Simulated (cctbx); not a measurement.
## Symmetry from intensities

Cell: a = 12.5880 Å, b = 18.9660 Å, c = 6.6670 Å, α = 90.00°, β = 90.00°, γ = 90.00°. Expected content of the cell: Mo16 Y16 S44.

The data are simulated with cctbx, not measured: Mo Kα, λ = 0.71073 Å, to d = 0.6 Å, 70 % of the full sphere, strongest reflection 20000 counts, noise from counting, a 6 % proportional error and a noise floor of 8 counts (s.d.); no absorption, some extinction.

Tests on the unmerged data give:

```text
21560 reflections to d = 0.600 A
centring   violations  <I/sigma> of those
    A       4193 of 10794      3.9
    B       4241 of 10847      4.0
    C       4086 of 10785      3.9
    I       4189 of 10748      3.9
    R       5656 of 14400      4.0
    F       6260 of 16213      3.9
Laue class    unique    Rint  (classes that these axes allow; Friedel mates merged)
P -1            14020   0.074
P 1 2/m 1        7800   0.086
P 1 1 2/m        8074   0.087
P 2/m 1 1        7894   0.086
P m m m          4342   0.095
space group    extra absences  I>4sigma  <I/sigma>
P 2 2 2                 0          0         -  acentric
P 21 2 2                8          0      -0.6  acentric
P 2 21 2               23          0       0.1  acentric
P 21 21 2              31          0      -0.1  acentric
P m m 2                 0          0         -  acentric
P 2 m m                 0          0         -  acentric
P m 2 m                 0          0         -  acentric
P 21 a m              244          0      -0.0  acentric
P b 21 m              394          0       0.1  acentric
P m a 2               244          0      -0.0  acentric
P b m 2               394          0       0.1  acentric
P b a 2               638          0       0.0  acentric
P m m m                 0          0         -  centric
P b m m               394          0       0.1  centric
P m a m               244          0      -0.0  centric
P b a m               638          0       0.0  centric
Wilson B = 1.52 A^2   <|E^2-1|> = 0.885 (0.968 centric, 0.736 acentric)   E^2>4: 3.3 %
shell (A)         n   <I/sigma>
18.98 - 1.20    606     14.3
 1.20 - 0.95    544     11.7
 0.95 - 0.83    546      9.1
 0.83 - 0.76    542      8.3
 0.76 - 0.70    529      6.5
 0.70 - 0.66    521      5.3
 0.66 - 0.63    536      4.8
 0.63 - 0.60    518      3.5
```

**Question.** What are the lattice type, the Laue class and the likely space group?

Every centring test has many violations, so the lattice is primitive.

Rint stays low (0.074 to 0.095) up to P m m m, the highest class in these axes.

16 settings pass the absence test. The most absences obeyed, 638, belong to P b a 2 and P b a m, which absences can't tell apart.

⟨|E²−1|⟩ = 0.885 leans to a centrosymmetric structure. The Wilson B of 1.52 Å² means U ≈ 0.0193 Å².

The true group is Pbam (no. 55), Laue class mmm, centrosymmetric. The tables only narrow the choice to the tied entries; cell content, site symmetry and trial solutions must settle it.

This is a model crystal, built by substitution and not relaxed, with assumed displacement parameters.

[Logs are printed without paths, hosts, clocks, repeated set-up lines and the standing remarks that a program may print on its own settings, such as how far it seeks lower states.]
